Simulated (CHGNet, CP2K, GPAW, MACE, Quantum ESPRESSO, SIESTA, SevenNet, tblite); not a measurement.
## Generalised stacking fault on (111) (shuffle set) of a GaAs-GaSb solid solution (48 atoms): runs against a plane-wave reference

The cell holds 48 atoms: 24 Ga, 10 Sb and 14 As. Its edges and angles: a = 8.267 Å, b = 7.159 Å, c = 20.392 Å, α = 90.0°, β = 83.2°, γ = 90.0°. Zinc-blende GaAs lattice (a = 5.8453 Å, the value set for the mixture), cell with z along [111], 2 x 1 x 2 periods; the third cell vector is tilted by 0.583 of 1/2[1-10] and lengthened by 0 Å, so the cell holds one fault (shuffle set); displaced by a Gaussian of 0.01 Å; 10 of 24 As sites given to Sb at random (lattice constant by Vegard's rule between GaAs and GaSb). Then every atom was moved at random, 0.05 Å r.m.s. a Cartesian component.

Geometry: as built.

The reference, a calculation:

| Item | Value |
| --- | --- |
| method | Kohn-Sham DFT, PBE, GBRV 1.5 ultrasoft pseudopotentials, plane waves (Quantum ESPRESSO 7.5); gbrv-pbe-1.5, cutoffs 40/200 Ry, Γ point |
| r.m.s. force component | 0.897 eV/Å |
| longest force | 3.717 eV/Å |
| pressure | 5.533 GPa |
| time | 2.6 min on 4 MPI ranks of Arm Neoverse V1, shared host |
| CPU time | 10 min |

Runs, in no order:
A. CP2K RPBE, PBE potentials, DZVP-MOLOPT-SR, 800/50 Ry, diagonalisation: Kohn-Sham DFT, RPBE, GTH-PBE pseudopotentials, Gaussian and plane waves, DZVP-MOLOPT-SR-GTH, diagonalisation
B. CHGNet 0.3.0 potential: machine-learned interatomic potential CHGNet 0.3.0, trained on PBE(+U) plane-wave data
C. GPAW PBE, LCAO sz(dzp), h 0.2 Å: Kohn-Sham DFT, PBE, PAW, atomic orbitals (sz(dzp))
D. CP2K PBE, TZVP-UZH, 800/50 Ry, diagonalisation: Kohn-Sham DFT, PBE, GTH-PBE pseudopotentials, Gaussian and plane waves, TZVP-MOLOPT (UZH set), diagonalisation

Q: Order them from the smallest to the largest r.m.s. force difference.

D, A, C, B.

```csv
run,"Δ force, r.m.s. (meV/Å)",share of r.m.s. force (%),CPU time
"D. CP2K PBE, TZVP-UZH, 800/50 Ry, diagonalisation",31.5,3.51,8.6 min
"A. CP2K RPBE, PBE potentials, DZVP-MOLOPT-SR, 800/50 Ry, diagonalisation",56.8,6.33,7.1 min
"C. GPAW PBE, LCAO sz(dzp), h 0.2 Å",231,25.8,61 s
B. CHGNet 0.3.0 potential,436,48.6,3.7 s
```

Machine-learned potentials mimic data converged in k, so the reference's own k-point error enters their differences. The electronic-structure runs sample only Γ, in a cell whose shortest periodic width is 7 Å, which is coarse for a cell with partly filled levels.

[Logs are printed without paths, hosts, clocks, repeated set-up lines and the standing remarks that a program may print on its own settings, such as how far it seeks lower states.]

[Hosts, paths, dates, database ids (printed as entryN), source tags and the programs' standing remarks are cut or masked in the printed files.]
